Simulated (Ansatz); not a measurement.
# How fast states decay through Na2Li3NCl2

A new crystal, Na2Li3NCl2: structure, gap and complex bands. It is built by putting Na for part of the Li in the Li5NCl2 structure of space group R-3m, with the volume rescaled by atomic radii. The parent structure comes from the Materials Project.

Calculated with Ansatz 0.2.0; PBE DFT, plane waves, PAW files, in the first sound run; inputs show where later runs differ.

The structure was built from a prototype and need not be the compound's stable phase.

### 1. The starting structure

The structure is trigonal, space group R3m (No. 160). The conventional cell has a = 3.809 Å, b = 3.809 Å, c = 29.978 Å, α = 90.00°, β = 90.00°, γ = 120.00°. Nearest to Li lie 6 Cl at 2.69 Å. Nearest to Li lie 1 N at 2.01 Å and 3 Cl at 2.63 Å. Nearest to Na lie 1 N at 2.01 Å and 3 Cl at 2.63 Å. Na has 3 N at 2.21 Å and 6 Li at 2.25 to 3.14 Å and 3 Na at 2.83 Å and 1 Cl at 3.22 Å nearest. Nearest to Li lie 3 N at 2.21 Å and 3 Na at 2.25 Å. N has 4 Na at 2.01 to 2.21 Å and 4 Li at 2.01 to 2.21 Å nearest. It derives from Li5NCl2. Na for part of the Li in the Li5NCl2 structure of space group R-3m. Farther neighbours and most contacts between anions are not listed.

As a file:

```cif
data_structure
_symmetry_space_group_name_H-M 'P 1'
_symmetry_Int_Tables_number 1
_cell_length_a 10.2319
_cell_length_b 10.2319
_cell_length_c 10.2319
_cell_angle_alpha 21.456
_cell_angle_beta 21.456
_cell_angle_gamma 21.456
_cell_volume 125.57
loop_
_atom_site_label
_atom_site_type_symbol
_atom_site_fract_x
_atom_site_fract_y
_atom_site_fract_z
_atom_site_occupancy
Li1 Li 0.50000 0.50000 0.50000 1
Li2 Li 0.93293 0.93293 0.93293 1
Na3 Na 0.06707 0.06707 0.06707 1
Na4 Na 0.67438 0.67438 0.67438 1
Li5 Li 0.32562 0.32562 0.32562 1
N6 N 0.00000 0.00000 0.00000 1
Cl7 Cl 0.21823 0.21823 0.21823 1
Cl8 Cl 0.78177 0.78177 0.78177 1
```

### 2. Cell and atoms at rest

The substituted atoms don't fit the parent's cell, so cell and atoms relax together. A small smearing keeps the run stable in case the gap closes on the way.

Contents of input.yaml:

```yaml
crystal:
  lattice:
    - [1.904631165, 1.0996393158, 9.992700782]
    - [-1.904631165, 1.0996393158, 9.992700782]
    - [0.0, -2.1992786317, 9.992700782]
  atoms:
    - { symbol: Li, position: [0.5, 0.5, 0.5] }
    - { symbol: Li, position: [0.93292666, 0.93292666, 0.93292666] }
    - { symbol: Na, position: [0.06707334, 0.06707334, 0.06707334] }
    - { symbol: Na, position: [0.67438427, 0.67438427, 0.67438427] }
    - { symbol: Li, position: [0.32561573, 0.32561573, 0.32561573] }
    - { symbol: "N", position: [0.0, 0.0, 0.0] }
    - { symbol: Cl, position: [0.21822532, 0.21822532, 0.21822532] }
    - { symbol: Cl, position: [0.78177468, 0.78177468, 0.78177468] }
kpoints:
  mp_grid: { grid: [6, 6, 6] }
scf:
  occupations: { method: gaussian, width: 0.03 }
hamiltonian:
  xc: pbe
output:
  forces: true
  stress: true
relax:
  f_tol: 0.02
  max_steps: 60
  cell: {}
```

The run is started by

```bash
> ansatz run input.yaml --threads 2 --pin off --max-ram 4096MiB --backend cpu --events-out ev --progress --plain --runs-dir out
```

Numbers of over 12 decimals in the logs are rounded to 6 here.

Log:

```text
basis.fft_grid_basis auto: the FFT boxes are laid along the combinations [[1, 0, -1], [0, 1, -1], [0, 0, 1]] of the cell's own vectors, 3.809, 3.809 and 10.232 Å long. The dense box has 27×27×72 points. Along the cell's own vectors, as sized, it would have 72×72×72, 7.11 times as many. Of the 6 symmetry operations that the crystal satisfies within crystal.symmetry.tolerance (time reversal apart; of a slab, those that [...]
Engine: ansatz 0.2.0, aarch64-unknown-linux-gnu
Pseudopotentials: kind: paw
Pseudopotential: Li, paw, valence charge 3, recommended cutoff 420 eV (normal), Li.paw.azcp
Pseudopotential: Na, paw, valence charge 9, recommended cutoff 420 eV (normal), Na.paw.azcp
Pseudopotential: N, paw, valence charge 5, recommended cutoff 420 eV (normal), N.paw.azcp
Pseudopotential: Cl, paw, valence charge 7, recommended cutoff 420 eV (normal), Cl.paw.azcp
Functional definition: PBE
  parameter kappa = 0.804
  parameter beta = 0.066725
  exchange = pbe_x(kappa = kappa, mu = beta*pi^2/3)
  correlation = pbe_c(beta = beta)
Crystal: 8 atoms, lattice volume = 125.573 Å³
Basis set: ecut = 420 eV, 2451 PW (Γ), FFT grids on a1−a3, a2−a3, a3, exchange–correlation on 54×54×144 points (8 copies of the dense FFT grid, shifted against one another)
Bands: 31, of which v1, the nominal top of the filled ones, is band 23 counted from 1 (22 counted from 0)
Symmetry: 6 space group operations
Space group: R3m (ITA 160), of the structure as read, at distance tolerance 5.0e-5 Å
k-points: 32 of 216 (time reversal used)
Non-local potential: Li, projectors of the file, l = 0: 3, l = 1: 2, l = 2: 1
Non-local potential: Na, projectors of the file, l = 0: 3, l = 1: 2, l = 2: 1
Non-local potential: N, projectors of the file, l = 0: 2, l = 1: 2, l = 2: 1
Non-local potential: Cl, projectors of the file, l = 0: 2, l = 1: 2, l = 2: 2
PAW form: soft (Blöchl's): semilocal exchange-correlation on the pseudo side does not see the compensation charge
PAW one-centre angular grid: Li, 110 points (default); XC on 64 Gauss nodes
PAW one-centre angular grid: Na, 110 points (default); XC on 64 Gauss nodes
PAW one-centre angular grid: N, 110 points (default); XC on 64 Gauss nodes
PAW one-centre angular grid: Cl, 110 points (default); XC on 64 Gauss nodes
Initial density: superposition of atomic densities (neutral atoms: chi_scale 0, normalization atom), corrected by the library's trained network
Initial wavefunctions: pseudopotential atomic-orbital guess
Functional: x = pbe(κ = 0.804, μ = 0.219515), c = pbe(β = 0.066725)
SCF iter   1: F=—  HF=-6136.231285 eV  |F-HF|=—  |Δ(HF+E_count)|=         —  Δρ=3.03e-3  dr2=7.91e-2  ethr=1.77e-3  ⟨swp⟩=6.7  Hψ=4526  notcnv=0  defer=1
preconditioner: auto → Resta (q_TF=auto, 2.308 Å⁻¹)  ε∞=3.5  [insulator: Δε(μ)=1.444 eV  Ē_g=9.288 eV  σ=0.030 eV  W_gap=1.00  n_scr=30 (ndim 8)  ℏωp=14.8 eV  f_vac=0.007  D(μ)=0.00/eV (n_scr^D=0)  ε∞_Penn≈3.5]
SCF iter   2: F=—  HF=-6136.215293 eV  |F-HF|=—  |Δ(HF+E_count)|=   1.60e-2  Δρ=1.57e-3  dr2=2.55e-2  ethr=1.72e-4  ⟨swp⟩=1.9  Hψ=1314  notcnv=0  defer=91
SCF iter   3: F=—  HF=-6136.207841 eV  |F-HF|=—  |Δ(HF+E_count)|=   7.45e-3  Δρ=5.64e-4  dr2=2.13e-3  ethr=5.54e-5  ⟨swp⟩=2.0  Hψ=1197  notcnv=0  defer=108
SCF iter   4: F=—  HF=-6136.207153 eV  |F-HF|=—  |Δ(HF+E_count)|=   6.89e-4  Δρ=3.95e-4  dr2=1.33e-4  ethr=4.62e-6  ⟨swp⟩=2.0  Hψ=1838  notcnv=0  defer=106
SCF iter   5: F=—  HF=-6136.207095 eV  |F-HF|=—  |Δ(HF+E_count)|=   5.74e-5  Δρ=8.71e-5  dr2=1.39e-5  ethr=2.88e-7  ⟨swp⟩=2.0  Hψ=1612  notcnv=0  defer=106
SCF iter   6: F=—  HF=-6136.207105 eV  |F-HF|=—  |Δ(HF+E_count)|=   9.83e-6  Δρ=2.36e-5  dr2=1.21e-6  ethr=3.03e-8  ⟨swp⟩=2.0  Hψ=1396  notcnv=0  defer=106
SCF iter   7: F=-6136.207106 eV  HF=-6136.207106 eV  |F-HF|=1.55e-8  |Δ(HF+E_count)|=   6.20e-7  Δρ=6.05e-6  dr2=7.15e-8  ethr=2.17e-10  ⟨swp⟩=3.0  Hψ=3526  notcnv=0
SCF 1 converged in 7 iterations: F = -6136.207106 eV  dr2 = 7.15e-8
  greatest PAW one-centre occupation: 1.001 electrons in one spin orbital (limit 2), on the Na atom at site 3 (counted from 0), in its partial waves of l = 1
relax step   1: F+E_penalty+E_count = -6136.20710562 eV  Δ(F+E_penalty+E_count) = +0.000e0 eV  max|allowed force component| = 2.682e0 eV/Å  Δτ_max = 0.0000 Å  P = +5.716 GPa  Ω = 125.573 Å³  (7 SCF iters, dr2 threshold 1.00e-7 eV, accepted)
Crystal: 8 atoms, lattice volume = 128.888 Å³
Basis set: ecut = 420 eV, 2535 PW (Γ), FFT grids on a1−a3, a2−a3, a3, exchange–correlation on 54×54×144 points (8 copies of the dense FFT grid, shifted against one another)
Initial density: handed on by an earlier stage of this run
Initial wavefunctions: those handed on with the density
iter 1 solved again at ethr=7.42e-4 eV; its pass at ethr=3.10e-3 eV (dr2=3.41e-1 eV) is discarded
SCF iter   1: F=—  HF=-6136.727040 eV  |F-HF|=—  |Δ(HF+E_count)|=         —  Δρ=1.22e-2  dr2=3.43e-1  ethr=7.42e-4  ⟨swp⟩=1.5  Hψ=5167  notcnv=0
preconditioner: auto → Resta (q_TF=auto, 2.298 Å⁻¹)  ε∞=3.6  [insulator: Δε(μ)=0.769 eV  Ē_g=9.114 eV  σ=0.030 eV  W_gap=1.00  n_scr=30 (ndim 8)  ℏωp=14.6 eV  f_vac=0.017  D(μ)=0.00/eV (n_scr^D=0)  ε∞_Penn≈3.6]
SCF iter   2: F=—  HF=-6136.663506 eV  |F-HF|=—  |Δ(HF+E_count)|=   6.35e-2  Δρ=6.91e-3  dr2=6.10e-2  ethr=7.42e-4  ⟨swp⟩=2.0  Hψ=1565  notcnv=0
SCF iter   3: F=—  HF=-6136.651793 eV  |F-HF|=—  |Δ(HF+E_count)|=   1.17e-2  Δρ=2.99e-3  dr2=1.67e-2  ethr=1.33e-4  ⟨swp⟩=2.0  Hψ=1711  notcnv=0  defer=90
SCF iter   4: F=—  HF=-6136.648359 eV  |F-HF|=—  |Δ(HF+E_count)|=   3.43e-3  Δρ=6.69e-4  dr2=1.29e-3  ethr=3.62e-5  ⟨swp⟩=2.0  Hψ=1123  notcnv=0  defer=99
SCF iter   5: F=—  HF=-6136.648095 eV  |F-HF|=—  |Δ(HF+E_count)|=   2.64e-4  Δρ=1.71e-4  dr2=7.67e-5  ethr=2.80e-6  ⟨swp⟩=2.1  Hψ=1442  notcnv=0  defer=99
SCF iter   6: F=—  HF=-6136.648077 eV  |F-HF|=—  |Δ(HF+E_count)|=   1.75e-5  Δρ=5.47e-5  dr2=4.88e-6  ethr=1.67e-7  ⟨swp⟩=2.0  Hψ=1496  notcnv=0  defer=101
SCF iter   7: F=-6136.648077 eV  HF=-6136.648077 eV  |F-HF|=9.95e-8  |Δ(HF+E_count)|=   2.86e-8  Δρ=1.82e-5  dr2=5.74e-7  ethr=1.74e-9  ⟨swp⟩=4.0  Hψ=3328  notcnv=0
SCF 2 converged in 7 iterations: F = -6136.648077 eV  dr2 = 5.74e-7
  greatest PAW one-centre occupation: 1.000 electrons in one spin orbital (limit 2), on the Na atom at site 3 (counted from 0), in its partial waves of l = 1
relax step   2: F+E_penalty+E_count = -6136.64807728 eV  Δ(F+E_penalty+E_count) = -4.410e-1 eV  max|allowed force component| = 1.588e0 eV/Å  Δτ_max = 0.1949 Å  P = +3.255 GPa  Ω = 128.888 Å³  energy of the carried Pulay correction = -1.505e-3 eV  (7 SCF iters, dr2 threshold 8.00e-7 eV, accepted)
Crystal: 8 atoms, lattice volume = 143.179 Å³
[...]
SCF iter   6: F=—  HF=-6136.864249 eV  |F-HF|=—  |Δ(HF+E_count)|=   3.30e-4  Δρ=1.43e-4  dr2=8.19e-5  ethr=2.25e-6  ⟨swp⟩=2.0  Hψ=1130  notcnv=0  defer=99
SCF iter   7: F=—  HF=-6136.864364 eV  |F-HF|=—  |Δ(HF+E_count)|=   1.16e-4  Δρ=4.48e-5  dr2=7.02e-6  ethr=1.78e-7  ⟨swp⟩=2.0  Hψ=1164  notcnv=0  defer=99
SCF iter   8: F=-6136.864367 eV  HF=-6136.864367 eV  |F-HF|=1.53e-8  |Δ(HF+E_count)|=   2.40e-6  Δρ=1.27e-5  dr2=2.53e-7  ethr=1.74e-9  ⟨swp⟩=3.0  Hψ=3420  notcnv=0
SCF 3 converged in 8 iterations: F = -6136.864367 eV  dr2 = 2.53e-7
  greatest PAW one-centre occupation: 1.000 electrons in one spin orbital (limit 2), on the Li atom at site 1 (counted from 0), in its partial waves of l = 0
relax step   3: F+E_penalty+E_count = -6136.86436682 eV  Δ(F+E_penalty+E_count) = -2.163e-1 eV  max|allowed force component| = 2.947e-1 eV/Å  Δτ_max = 0.2000 Å  P = -0.996 GPa  Ω = 143.179 Å³  energy of the carried Pulay correction = -7.568e-3 eV  (8 SCF iters, dr2 threshold 8.00e-7 eV, accepted)
[...]
relax step   4: F+E_penalty+E_count = -6136.91261803 eV  Δ(F+E_penalty+E_count) = -4.825e-2 eV  max|allowed force component| = 1.964e-1 eV/Å  Δτ_max = 0.0903 Å  P = -0.419 GPa  Ω = 139.709 Å³  energy of the carried Pulay correction = -6.155e-3 eV  (7 SCF iters, dr2 threshold 8.00e-7 eV, accepted)
[...]
relax step   5: F+E_penalty+E_count = -6136.91966404 eV  Δ(F+E_penalty+E_count) = -7.046e-3 eV  max|allowed force component| = 6.063e-2 eV/Å  Δτ_max = 0.0273 Å  P = -0.071 GPa  Ω = 137.928 Å³  energy of the carried Pulay correction = -5.416e-3 eV  (6 SCF iters, dr2 threshold 8.00e-7 eV, accepted)
[...]
relax step   6: F+E_penalty+E_count = -6136.92214542 eV  Δ(F+E_penalty+E_count) = -2.481e-3 eV  max|allowed force component| = 4.191e-2 eV/Å  Δτ_max = 0.0292 Å  P = -0.004 GPa  Ω = 137.292 Å³  energy of the carried Pulay correction = -5.150e-3 eV  (6 SCF iters, dr2 threshold 2.30e-7 eV, accepted)
[...]
relax step   7: F+E_penalty+E_count = -6136.92248769 eV  Δ(F+E_penalty+E_count) = -3.423e-4 eV  max|allowed force component| = 1.211e-2 eV/Å  Δτ_max = 0.0085 Å  P = -0.007 GPa  Ω = 137.276 Å³  energy of the carried Pulay correction = -5.143e-3 eV  (5 SCF iters, dr2 threshold 1.10e-7 eV, accepted)
[...]
relax step   8: F+E_penalty+E_count = -6136.93079214 eV  Δ(F+E_penalty+E_count) = -8.304e-3 eV  max|allowed force component| = 1.182e-2 eV/Å  Δτ_max = 0.0000 Å  P = +0.079 GPa  Ω = 137.276 Å³  stress off target by 9.65e-2 GPa  SCF on the basis re-selected at this cell (its energy is not comparable with the rows above)  (9 SCF iters)
[...]
relax step   9: F+E_penalty+E_count = -6136.93077383 eV  Δ(F+E_penalty+E_count) = +1.831e-5 eV  max|allowed force component| = 3.809e-3 eV/Å  Δτ_max = 0.0036 Å  P = +0.008 GPa  Ω = 137.646 Å³  energy of the carried Pulay correction = -1.580e-4 eV  (6 SCF iters, dr2 threshold 2.33e-8 eV, accepted)
iter 1 solved again at ethr=1.54e-6 eV; its pass at ethr=3.10e-3 eV (dr2=7.07e-4 eV) is discarded
SCF iter   1: F=—  HF=-6136.930717 eV  |F-HF|=—  |Δ(HF+E_count)|=         —  Δρ=5.41e-5  dr2=1.58e-7  ethr=1.54e-6  ⟨swp⟩=2.9  Hψ=6576  notcnv=0
eigensolver tolerance schedule: the retry pair's looser diagonalisation over-reported the residual by 4469.12 of it (diagonalisation noise at an unbounded share of the residual, at the tolerance the schedule requests for it); recorded, not acted on — ethr = c·dr2/N_el stays at c = 1.0e-1
preconditioner: auto → Resta (q_TF=auto, 2.273 Å⁻¹)  ε∞=3.5  [insulator: Δε(μ)=0.626 eV  Ē_g=8.947 eV  σ=0.030 eV  W_gap=1.00  n_scr=30 (ndim 8)  ℏωp=14.2 eV  f_vac=0.018  D(μ)=0.00/eV (n_scr^D=0)  ε∞_Penn≈3.5]
SCF iter   2: F=—  HF=-6136.930917 eV  |F-HF|=—  |Δ(HF+E_count)|=   2.01e-4  Δρ=2.74e-5  dr2=7.35e-8  ethr=3.44e-10  ⟨swp⟩=2.9  Hψ=1948  notcnv=0
SCF iter   3: F=—  HF=-6136.930937 eV  |F-HF|=—  |Δ(HF+E_count)|=   2.00e-5  Δρ=1.47e-5  dr2=1.74e-8  ethr=1.60e-10  ⟨swp⟩=2.0  Hψ=1284  notcnv=0
SCF iter   4: F=—  HF=-6136.930944 eV  |F-HF|=—  |Δ(HF+E_count)|=   6.73e-6  Δρ=6.13e-6  dr2=4.38e-9  ethr=3.79e-11  ⟨swp⟩=2.0  Hψ=1312  notcnv=0
SCF iter   5: F=—  HF=-6136.930945 eV  |F-HF|=—  |Δ(HF+E_count)|=   1.31e-6  Δρ=1.41e-6  dr2=6.13e-10  ethr=9.52e-12  ⟨swp⟩=2.0  Hψ=1280  notcnv=0
SCF iter   6: F=—  HF=-6136.930945 eV  |F-HF|=—  |Δ(HF+E_count)|=   6.32e-8  Δρ=3.48e-7  dr2=9.98e-11  ethr=1.33e-12  ⟨swp⟩=2.0  Hψ=1273  notcnv=0
SCF iter   7: F=-6136.930945 eV  HF=-6136.930945 eV  |F-HF|=2.73e-12  |Δ(HF+E_count)|=   1.97e-9  Δρ=6.71e-8  dr2=7.83e-12  ethr=1.00e-12  ⟨swp⟩=4.0  Hψ=2803  notcnv=0
SCF 10 converged in 7 iterations: F = -6136.930945 eV  dr2 = 7.83e-12
relax step  10: F+E_penalty+E_count = -6136.93094526 eV  Δ(F+E_penalty+E_count) = -1.714e-4 eV  max|allowed force component| = 3.877e-3 eV/Å  Δτ_max = 0.0000 Å  P = +0.008 GPa  Ω = 137.646 Å³  stress off target by 8.83e-3 GPa  SCF on the basis re-selected at this cell (its energy is not comparable with the rows above)  (7 SCF iters)
basis re-selected at this cell: Δ(F+E_penalty+E_count) = -1.714e-4 eV, ΔP = +0.001 GPa vs the last step (what re-selecting the basis moved, of the pressure what is left beyond the Pulay correction that the steps carried, after the strain that the cell walked since its last selection, with what the two solves' SCF thresholds leave and, on support functions, any second-order correction that the steps lacked; it is no m [...]
SCF converged after 7 iterations
Free energy (F): -6136.930945 eV
Harris-Foulkes:  -6136.930945 eV  (|F-HF|=2.73e-12)
Internal energy: -6136.930945 eV  (E = F + TS)
E sigma→0 (E₀):  -6136.930945 eV
Fermi energy:    4.668169 eV
--- Per-component energies (eV) ---
  E_band       = -725.791218
  E_kinetic    = 758.598644
  E_local      = -4153.191019  (includes V_loc(G=0)·N_el)
  E_nonlocal   = 233.893784
  E_hartree    = 1514.200138
  E_xc         = -386.266099
  E_vxc        = -464.360695  (∫ρ·V_xc dr)
  E_paw        = -2034.321586  (= ΣΔE_a)
  E_vpaw       = -129.132474  (= ΣTr[D̂ρ^β])
  E_aug_tail   = 0.000249  (compensation charges beyond the density's cutoff)
  E_ewald      = -2069.845056
  E_smearing   = -0.000000  (= −TS)
  E_closure    = 0.000000  (closes the sum)
  Σ components = -6136.930945   (vs F -6136.930945, Δ=0.00e0)
--- Forces (eV/Å), atoms counted from 1 ---
  atom   1  Li    -0.00000000     0.00000000    -0.00083613
  atom   2  Li    -0.00000000     0.00000000    -0.00056362
  atom   3  Na     0.00000000    -0.00000000     0.00300993
  atom   4  Na    -0.00000000    -0.00000000     0.00111099
  atom   5  Li     0.00000000    -0.00000000     0.00292145
  atom   6  N      0.00000000    -0.00000000     0.00036182
  atom   7  Cl    -0.00000000     0.00000000    -0.00211806
  atom   8  Cl     0.00000000     0.00000000    -0.00387617
  max |Σ_I F_I| component: 1.02e-5 eV/Å
--- Stress (GPa, compression-positive) ---
        0.008834       0.000000       0.000000
        0.000000       0.008834       0.000000
        0.000000       0.000000       0.007271
  P = ⅓ Tr σ = 0.0083 GPa (0.083 kbar)
--- Relaxed structure (8 steps of the walk, 8 accepted, 2 SCFs on fresh bases) ---
  F+E_penalty+E_count = -6136.93094526 eV   max|allowed force component| = 3.877e-3 eV/Å   (the final SCF, on the basis selected at the relaxed cell)
  cell:  # Å, volume = 137.6460 Å³
    - [1.983274, 1.145044, 10.102002]
    - [-1.983274, 1.145044, 10.102002]
    - [-1.9314320830067352e-17, -2.290088, 10.102002]
  atoms:
    - { symbol: Li, position: [0.506444, 0.506444, 0.506444] }
    - { symbol: Li, position: [0.930171, 0.930171, 0.930171] }
    - { symbol: Na, position: [0.071438, 0.071438, 0.071438] }
    - { symbol: Na, position: [0.673701, 0.673701, 0.673701] }
    - { symbol: Li, position: [0.313635, 0.313635, 0.313635] }
    - { symbol: N, position: [-0.00817161, -0.00817161, -0.00817161] }
    - { symbol: Cl, position: [0.219895, 0.219895, 0.219895] }
    - { symbol: Cl, position: [0.792887, 0.792887, 0.792887] }
```

Elapsed: 44 s, on 2 threads of Arm Neoverse V2, shared host; peak memory 0.42 GiB; 86 s of CPU time.

Step by step:

```csv
step,energy less that of the first step (eV),largest force component (eV/Å),pressure (GPa),volume (Å³)
1,0.0000,2.6824,5.72,125.57
2,-0.4410,1.5876,3.26,128.89
3,-0.6573,0.2947,-1.00,143.18
4,-0.7055,0.1964,-0.42,139.71
5,-0.7126,0.0606,-0.07,137.93
6,-0.7150,0.0419,0.00,137.29
7,-0.7154,0.0121,-0.01,137.28
8*,-0.7237,0.0118,0.08,137.28
9,-0.7237,0.0038,0.01,137.65
10*,-0.7238,0.0039,0.01,137.65
```

Relaxation steps marked * repeat the geometry before them on a plane-wave basis chosen anew for their cell, so energy and pressure can jump there.

Forces are held to the 6 operations that the run works with; a distortion that breaks them can't arise in this run.

```csv
"conventional cell, symmetrised",before,after,change
a (Å),3.809,3.967,+4.1 %
b (Å),3.809,3.967,+4.1 %
c (Å),29.978,30.306,+1.1 %
volume (Å³/atom),15.70,17.21,+9.6 %
```

The atoms that moved most (Å, as changes of fractional coordinates times the final cell):

```csv
atom,dx,dy,dz,length
Li5,0.000,0.000,-0.363,0.363
Cl8,0.000,0.000,0.337,0.337
N6,0.000,0.000,-0.248,0.248
Li1,0.000,0.000,0.195,0.195
Na3,0.000,0.000,0.132,0.132
Li2,0.000,0.000,-0.084,0.084
Cl7,0.000,0.000,0.051,0.051
Na4,0.000,0.000,-0.021,0.021
```

Numbers from this step:

```
free energy  : -6136.9309 eV
Fermi energy : 4.668 eV
pressure     : 0.008313 GPa
```

The largest force component on a free atom ends at 0.0039 eV/Å.

(Continued in part 2 of 3.)

[Logs are printed without paths, hosts, clocks, repeated set-up lines and the standing remarks that a program may print on its own settings, such as how far it seeks lower states.]

[Hosts, paths, dates, database ids (printed as entryN), source tags and the programs' standing remarks are cut or masked in the printed files.]

[New means built here by substitution; the compound itself may be known and measured.]
